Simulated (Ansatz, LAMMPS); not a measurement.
# Molecular dynamics of glassy 59SiO2-41ZnO (mol %) (140 atoms)

Aim: follow glassy 59SiO2-41ZnO (mol %) (140 atoms) for a short time with forces from DFT, then look at structure and electrons in the last frame.

Method: Kohn-Sham DFT, PBEsol, PAW (set soft_2), plane waves, in Ansatz 0.2.0.

## (1) Starting point

The cell holds 140 atoms: 32 Si, 22 Zn and 86 O. Cell: a = 12.245 Å, b = 12.245 Å, c = 12.245 Å, α = 90.0°, β = 90.0°, γ = 90.0°. 140 atoms (32 Si, 22 Zn, 86 O) placed at random at 3.08 g/cm³, melted at 4000 K for 10 ps at fixed volume with the Morse and Coulomb pair potential with partial charges (Pedone, Malavasi, Menziani, Cormack and Segre, J. Phys. Chem. B 110, 11780 (2006)). Quenched from 4000 K to 300 K at 50 K/ps and fixed volume, held 10 ps at zero pressure, then minimised at fixed cell.

Before any run, some limits are plain. The quench rate of 50 K/ps is many orders above laboratory rates, so the cell is likely richer in defects and strain than a real sample. The network of bonds at the start is that of the classical potential that made the cell. Sampling is at Γ alone, for a cell whose shortest periodic width is 12 Å.

## (2) Dynamics at 400 K

Without a thermostat the total energy must stay constant, which tests forces and time step. The time step is 1.0 fs.

input.yaml

```yaml
crystal:
  lattice:
    - [12.24528, 0.0, 0.0]
    - [0.0, 12.24528, 0.0]
    - [0.0, 0.0, 12.24528]
  atoms:
    - { symbol: Si, position: [0.0999, 0.02325, 0.6879] }
    - { symbol: Si, position: [0.77795, 0.70374, 0.04334] }
    - { symbol: Si, position: [0.68118, 0.28292, 0.70627] }
    - { symbol: Si, position: [0.22772, 0.08714, 0.89836] }
    [... 130 atom lines left out ...]
    - { symbol: O, position: [0.72146, 0.32489, 0.42565] }
    - { symbol: O, position: [0.0368, 0.82828, 0.2415] }
    - { symbol: O, position: [0.64064, 0.87359, 0.42496] }
    - { symbol: O, position: [0.36914, 0.93999, 0.25754] }
    - { symbol: O, position: [0.02103, 0.86947, 0.03836] }
    - { symbol: O, position: [0.3797, 0.47539, 0.60224] }
kpoints:
  mp_grid: { grid: [1, 1, 1] }
hamiltonian:
  xc: pbesol
scf:
  occupations: { method: gaussian, width: 0.025 }
output:
  forces: true
md:
  timestep: 1.0
  n_steps: 75
  ensemble: nve
  temperature: 400
  initial_velocities: maxwell_boltzmann
  seed: 8781
```

The run is started by

```bash
ansatz run input.yaml --threads 4 --pin off --max-ram 8192MiB --backend cpu --events-out ev --progress --plain --runs-dir out
```

Elapsed: 27 min, on 4 threads of Arm Neoverse V2, shared host; peak memory 3.3 GiB; 1.7 h of CPU time.

The program notes that it switched symmetry off.

The trajectory, sampled:

```
time (fs)  T (K)  potential (meV/atom)  conserved (meV/atom)
      0.0    400                   0.0                  0.00
      5.0    399                   0.1                  0.00
     10.0    389                   1.4                  0.00
     15.0    367                   4.2                  0.01
     20.0    353                   6.1                  0.01
     25.0    334                   8.5                  0.00
     30.0    295                  13.6                  0.04
     35.0    321                  10.1                  0.02
     40.0    368                   4.2                 -0.01
     45.0    371                   3.7                  0.01
     50.0    364                   4.6                  0.01
     55.0    365                   4.5                  0.00
     60.0    354                   5.9                  0.00
     65.0    341                   7.6                  0.02
     70.0    352                   6.1                  0.00
     75.0    349                   6.5                  0.01
```

Mean square displacement from the first frame to the last: Si 0.020 Å², Zn 0.057 Å², O 0.040 Å².

Table of mean square displacement by time lag:

```
time lag (fs)   O (Å²)  Si (Å²)  Zn (Å²)
          1.0   5.3e-5   3.4e-5   1.4e-5
          2.0   2.1e-4   1.3e-4   5.7e-5
          4.0   8.4e-4   5.3e-4   2.3e-4
          5.0  0.00129   8.1e-4   3.6e-4
          7.0  0.00245  0.00154   7.0e-4
          8.0  0.00314  0.00198   9.2e-4
         10.0  0.00470  0.00295  0.00143
         11.0  0.00555  0.00348  0.00173
         13.0  0.00734  0.00459  0.00242
         14.0  0.00827  0.00515  0.00280
         16.0   0.0101  0.00626  0.00364
         17.0   0.0111  0.00680  0.00410
         19.0   0.0129  0.00782  0.00510
         21.0   0.0147  0.00872  0.00620
         22.0   0.0155  0.00913  0.00678
         24.0   0.0172  0.00984  0.00802
         25.0   0.0180   0.0101  0.00867
         27.0   0.0195   0.0107   0.0100
         28.0   0.0202   0.0109   0.0108
         30.0   0.0216   0.0113   0.0123
         31.0   0.0223   0.0114   0.0130
         33.0   0.0236   0.0117   0.0147
         34.0   0.0242   0.0119   0.0155
         36.0   0.0255   0.0122   0.0172
         38.0   0.0266   0.0125   0.0190
```

Over the second half of 75 fs the temperature averages 358 K with swings of 10 K r.m.s. The conserved energy stays within 0.04 meV/atom. From first frame to last Zn has the largest mean square displacement, 0.057 Å² at the end; the farthest move is 0.47 Å. The count of bonds goes from 216 in the first frame to 214 in the last, by one set of cutoffs: 3 pairs passed out of them and 1 came within. The run spans 0.07 ps, too short for its means to be equilibrium values.

## (3) Structure statistics late in the run

The g(r) is a mean over the second half; what follows it is taken at the last frame.

Density 3.36 g/cm³, 13.12 Å³ an atom.

Mean of 14 frames. g(r), total and by pair (bins of 0.2 Å):

```csv
r (Å),total,O-O,O-Si,O-Zn,Si-Si,Si-Zn,Zn-Zn
1.50,0.73,0.00,2.60,0.00,0.00,0.00,0.00
1.70,2.90,0.00,10.06,0.33,0.00,0.00,0.00
1.90,0.78,0.00,0.02,4.00,0.00,0.00,0.00
2.10,0.64,0.00,0.00,3.32,0.00,0.00,0.00
2.30,0.13,0.02,0.00,0.61,0.00,0.00,0.00
2.50,0.59,1.42,0.00,0.31,0.00,0.00,0.00
2.70,1.58,3.84,0.00,0.36,0.00,0.53,0.77
2.90,0.79,1.24,0.09,0.41,1.91,1.24,1.28
3.10,0.87,0.79,0.24,0.33,3.61,2.87,1.97
3.30,0.94,0.75,0.72,0.62,0.94,3.25,1.96
3.50,1.00,1.02,0.99,1.00,0.05,1.14,2.49
3.70,1.00,0.82,1.25,1.33,0.17,0.75,1.04
3.90,0.99,0.71,1.62,1.01,0.45,0.50,0.65
4.10,1.18,0.74,1.92,1.34,0.48,0.98,0.23
4.30,1.17,0.70,1.74,1.54,1.20,0.63,0.69
4.50,1.00,0.71,0.97,1.73,1.14,0.81,0.42
4.70,0.95,1.04,0.83,0.98,1.36,0.73,0.60
4.90,1.00,1.35,0.75,0.66,1.15,1.23,0.45
5.10,1.10,1.48,0.75,0.87,1.02,1.25,0.73
5.30,1.02,1.29,0.69,0.73,1.48,1.40,0.84
5.50,0.93,1.04,0.68,0.80,1.37,1.27,1.33
5.70,1.04,1.05,0.97,1.01,1.25,1.12,1.43
5.90,0.90,0.86,1.07,0.69,0.81,0.89,1.25
```

Bonds by pair of elements; cutoffs follow the first minimum of g(r), held within bounds set by covalent radii, and pairs that aren't listed don't count as bonded:

| pair A-B | cutoff (Å) | bonds | mean length (Å) | spread (Å) | shortest (Å) | B about A | A about B |
| --- | --- | --- | --- | --- | --- | --- | --- |
| O-Si | 2.12 | 128 | 1.64 | 0.045 | 1.54 | 1.49 | 4 |
| O-Zn | 2.43 | 86 | 2.02 | 0.144 | 1.71 | 1 | 3.91 |

How many atoms have how many bonded neighbours:

```csv
element,mean,2,3,4,5
O,2.49,46,38,2,0
Si,4,0,0,32,0
Zn,3.91,1,1,19,1
```

Bond angles (no mean is given where the spread exceeds 20°):

| angle | count | mean (°) | spread (°) |
| --- | --- | --- | --- |
| O-Si-O | 192 | 109 | 6.1 |
| O-Zn-O | 128 | - | - |
| Si-O-Zn | 90 | 122 | 15.9 |
| Si-O-Si | 43 | 142 | 12.8 |
| Zn-O-Zn | 39 | 109 | 15.4 |

Oxygen atoms by the number of network formers (Si, P, Ge, B, Al, As, Ga) bound to them:

```csv
network formers bound to O,O atoms,per cent
0,1,1.2
1,42,48.8
2,43,50
```

Network units: each former by its oxygen neighbours and how many of them bridge to another former:

| former | O neighbours | bridging O | atoms |
| --- | --- | --- | --- |
| Si | 4 | 1 | 3 |
| Si | 4 | 2 | 9 |
| Si | 4 | 3 | 15 |
| Si | 4 | 4 | 5 |

Bond length by coordination (bonds to H left out):

```csv
element,coordination,atoms,mean bond length (Å)
O,2,46,1.65
O,3,38,1.88
O,4,2,2.04
Zn,2,1,1.75
Zn,3,1,1.92
Zn,4,19,2.02
Zn,5,1,2.11
```

Rings of the network by King's shortest-path rule, up to 12 atoms, one path for each pair of neighbours; H, halogens, alkali and alkaline-earth atoms are left out, and the last column divides by all other atoms, bonded or not:

```csv
ring size (atoms),rings,per network atom
4,10,0.071
6,22,0.157
8,48,0.343
10,47,0.336
12,23,0.164
```

For some of the pairs, g(r) has its first main peak near 2.7 Å (O-O), 1.6 Å (O-Si), 2.0 Å (O-Zn), 3.1 Å (Si-Si) and 3.2 Å (Si-Zn). With the cutoffs above, 53 % of O atoms have 2, all Si atoms have 4 and 86 % of Zn atoms have 4 bonded neighbours. The O-Si-O angle averages 109° with a spread of 6°. Counting bonds to Si alone, not to Zn, 50 % of the oxygens join two of these atoms and 49 % one; 1 % join none. The commonest Si unit has 4 oxygens, 3 of them shared with other formers (15 of 32 atoms). Rings of 8 atoms are the most common (32 % of those counted); sizes run from 4 to 12, where the search stops.

## (4) Single point at the last frame

The last frame is solved again with fuller output, to read the electronic structure of a thermally displaced geometry.

input.yaml

```yaml
crystal:
  lattice:
    - [12.24528, 0.0, 0.0]
    - [0.0, 12.24528, 0.0]
    - [0.0, 0.0, 12.24528]
  atoms:
    - { symbol: Si, position: [0.09037, 0.01431, 0.69483] }
    - { symbol: Si, position: [0.7759, 0.69831, 0.04963] }
    - { symbol: Si, position: [0.67999, 0.28811, 0.70481] }
    - { symbol: Si, position: [0.22319, 0.07345, 0.8964] }
    [... 130 atom lines left out ...]
    - { symbol: O, position: [0.72135, 0.3131, 0.4347] }
    - { symbol: O, position: [0.04506, 0.81833, 0.23594] }
    - { symbol: O, position: [0.63894, 0.86858, 0.43973] }
    - { symbol: O, position: [0.35474, 0.94982, 0.25663] }
    - { symbol: O, position: [0.01252, 0.8705, 0.0291] }
    - { symbol: O, position: [0.3892, 0.47856, 0.60101] }
kpoints:
  mp_grid: { grid: [1, 1, 1] }
hamiltonian:
  xc: pbesol
scf:
  occupations: { method: gaussian, width: 0.025 }
output:
  forces: true
  stress: true
  populations: true
  dos:
    method: { smearing: { sigma: 0.1 } }
    de: 0.1
    projected: { site_lists: { O: [O], Si: [Si], Zn: [Zn] } }
  eigenvalues: true
  write_density: true
  write_potential: true
  volumetric_format: npy
```

The job ended after 63 s (4 threads; peak memory 3 GiB; 4.1 min of CPU time).

The run gave:

* free energy: -140398.2975 eV
* free energy per atom: -1002.8450 eV/atom
* SCF cycles: 11
* pressure: -1.084 GPa
* r.m.s. force component: 0.903 eV/Å
* longest force: 4.094 eV/Å
* Fermi energy: 5.376 eV
* gap (highest filled to lowest empty level): 2.228 eV
* spilling of the projection: 0.01148

Neighbours are counted within 2.12 Å (O-Si), 2.43 Å (O-Zn), the cutoffs taken from the dynamics.

Length of the force by element and coordination:

```
element  coordination  atoms  mean length of the force (eV/Å)  spread  least   most
      O           all     86                             1.22   0.618  0.206   2.64
      O             2     46                             1.19   0.645  0.206   2.64
      O             3     38                             1.29   0.560  0.222   2.50
      O             4      2                            0.356   0.129  0.227  0.485
     Si           all     32                             2.03   0.811   0.37   4.09
     Zn           all     22                             1.02   0.515  0.111   2.48
     Zn             2      1                             1.58       0   1.58   1.58
     Zn             3      1                             1.19       0   1.19   1.19
     Zn             4     19                            0.984   0.536  0.111   2.48
     Zn             5      1                            0.936       0  0.936  0.936
```

Löwdin charges by element and coordination (they lack the spilled electrons, 0.074 e an atom on average):

```csv
element,coordination,atoms,mean charge (e),spread,least,most
O,all,86,-0.884,0.0986,-1.18,-0.755
O,2,46,-0.824,0.0755,-1.00,-0.755
O,3,38,-0.946,0.0674,-1.00,-0.777
O,4,2,-1.07,0.103,-1.18,-0.972
Si,all,32,1.68,0.0496,1.55,1.76
Zn,all,22,1.49,0.0178,1.45,1.52
Zn,2,1,1.50,0,1.50,1.50
Zn,3,1,1.50,0,1.50,1.50
Zn,4,19,1.49,0.0177,1.45,1.52
Zn,5,1,1.52,0,1.52,1.52
```

States in the cell by windows of 1 eV, zero at the Fermi level; the larger projections on atomic orbitals stand beside the total:

```
from (eV)  to (eV)  total   O p  Zn d  Si p
      -14      -12    0.0   0.0   0.0   0.0
      -12      -11    5.7   3.8   0.0   0.2
      -11      -10   13.8   9.1   0.2   0.8
      -10       -9   19.6  13.0   0.9   1.4
       -9       -8   36.8  23.9   4.6   4.1
       -8       -7   92.4  45.9  35.1   7.3
       -7       -6  145.1  39.1  97.6   4.1
       -6       -5  104.9  49.6  44.9   4.2
       -5       -4   97.3  72.5  15.3   3.6
       -4       -3  105.1  87.6  10.7   2.4
       -3       -2   87.8  76.4   7.4   1.4
       -2       -1   27.5  24.8   1.6   0.4
       -1        0    0.1   0.1   0.0   0.0
        0        1    0.2   0.0   0.0   0.0
        1        2    1.8   0.2   0.0   0.0
        2        3   10.6   1.6   0.1   0.6
        3        4   16.8   2.6   0.1   1.5
        4        5   25.0   3.2   0.1   3.7
```

Between -23 and -14 eV lie 172 more states.

The levels nearest the highest filled one (over half full), pooled over k-points and spins:

```
level less the highest filled one (eV)  occupation
                                -0.454           2
                                -0.407           2
                                -0.340           2
                                -0.269           2
                                -0.211           2
                                     0           2
                                  2.23           0
                                  3.36           0
                                  3.56           0
                                  3.75           0
                                  3.86           0
                                  4.03           0
```

Mean Löwdin charges: O -0.88, Si +1.68, Zn +1.49 e (they miss 1.1 % of the electrons, so they add up to more than the cell's charge).

## (5) What came out

```yaml
mean_temperature_second_half: 358.4 K
temperature_swing_second_half: 9.755 K
slope_of_the_conserved_energy_against_time_by_least_squares: 0.0301 meV/atom/ps
free_energy_per_atom: -1002.8450 eV/atom
pressure: -1.084 GPa
r_m_s_force_component: 0.903 eV/Å
spacing_of_highest_filled_and_lowest_empty_level: 2.228 eV
wall_time_of_the_2_dft_runs: 28 min
```

**Reading.** Over the second half of 75 fs the temperature averages 358 K with swings of 10 K r.m.s. The conserved energy stays within 0.04 meV/atom. The count of bonds goes from 216 in the first frame to 214 in the last, by one set of cutoffs: 3 pairs passed out of them and 1 came within. The run spans 0.07 ps, too short for its means to be equilibrium values. With the cutoffs above, 53 % of O atoms have 2, all Si atoms have 4 and 86 % of Zn atoms have 4 bonded neighbours. Counting bonds to Si alone, not to Zn, 50 % of the oxygens join two of these atoms and 49 % one; 1 % join none. The highest filled and lowest empty levels differ by 2.23 eV (at Γ alone); a semilocal functional tends to put such gaps too low. In a disordered cell it changes from sample to sample, and tail or defect levels can set it.

What to keep in mind: The starting topology of bonds comes from the classical model; in DFT 3 of its 216 bonded pairs passed out of the cutoffs and 1 came within them. The pressure of a single frame lacks the kinetic term, about 0.38 GPa here.

[Logs are printed without paths, hosts, clocks, repeated set-up lines and the standing remarks that a program may print on its own settings, such as how far it seeks lower states.]

[Hosts, paths, dates, database ids (printed as entryN), source tags and the programs' standing remarks are cut or masked in the printed files.]
